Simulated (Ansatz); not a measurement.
# TiTe2 (P-3m1): Drude plasma energy along x against volume

The cell of TiTe2 (P-3m1) is scaled evenly and the response computed anew at each volume, on one mesh. The atoms keep their fractional positions. x, y and z are the Cartesian axes of the input cell.

Symmetry: P-3m1, No. 164, trigonal system. Conventional cell: a = 3.777 Å, b = 3.777 Å, c = 6.498 Å, α = 90.00°, β = 90.00°, γ = 120.00°. Around Te on site d lie 3 Ti at 2.77 Å. Around Ti on site a lie 6 Te at 2.77 Å.

Method: Ansatz 0.2.0, PBEsol, independent particles, k-mesh 9×9×5 with interpolation inside its cells, Gaussian parameter 0.1 eV.

Launch of the response step: `ansatz run input.yaml --threads 4 --pin off --max-ram 8192MiB --backend cpu --events-out ev --progress --plain --runs-dir out`. The series took 26.1 min in all, on 4 threads of Intel(R) Xeon(R) Processor @ 2.70GHz, with other jobs on the host.

```tsv
V/V₀	V (Å³, primitive cell)	Drude plasma energy along x (eV)
0.94	75.46	3.746
0.96	77.07	?
0.98	78.67	3.576
1.00	80.28	3.490
1.02	81.89	3.404
1.04	83.49	3.318
1.06	85.10	3.233
```

For small changes the quantity should be close to linear in ln V.

Working, on the rows shown:

| x = ln(V/V₀) | y = Drude plasma energy along x |
| --- | --- |
| -0.0618754 | 3.746 |
| -0.0202027 | 3.576 |
| 0 | 3.49 |
| 0.0198026 | 3.404 |
| 0.0392207 | 3.318 |
| 0.0582689 | 3.233 |

Means: x̄ = 0.005869, ȳ = 3.4612. Σ(x − x̄)(y − ȳ) = -0.03999, Σ(x − x̄)² = 0.009356. Slope = -0.03999 / 0.009356 = -4.274; intercept = ȳ − slope · x̄ = 3.4863. The line misses the rows shown by at most 0.0047 eV.

Question: Predict the last column of the withheld row from the fit.

Answer: At x = -0.040822 the line gives y = 3.6607 eV. The run gave 3.661 eV, so the interpolation holds to the digits printed.

Between the rows on either side of x = 0 the slope is (3.404 − 3.576) / (0.019803 − (-0.020203)) = -4.299. So d ln ωp/d ln V = -1.23; free electrons would give −0.50. The values come from a sum over the points of one k-mesh and carry its error, which is largest for Fermi-surface quantities. Spin-orbit coupling is left out.

[Logs are printed without paths, hosts, clocks, repeated set-up lines and the standing remarks that a program may print on its own settings, such as how far it seeks lower states.]
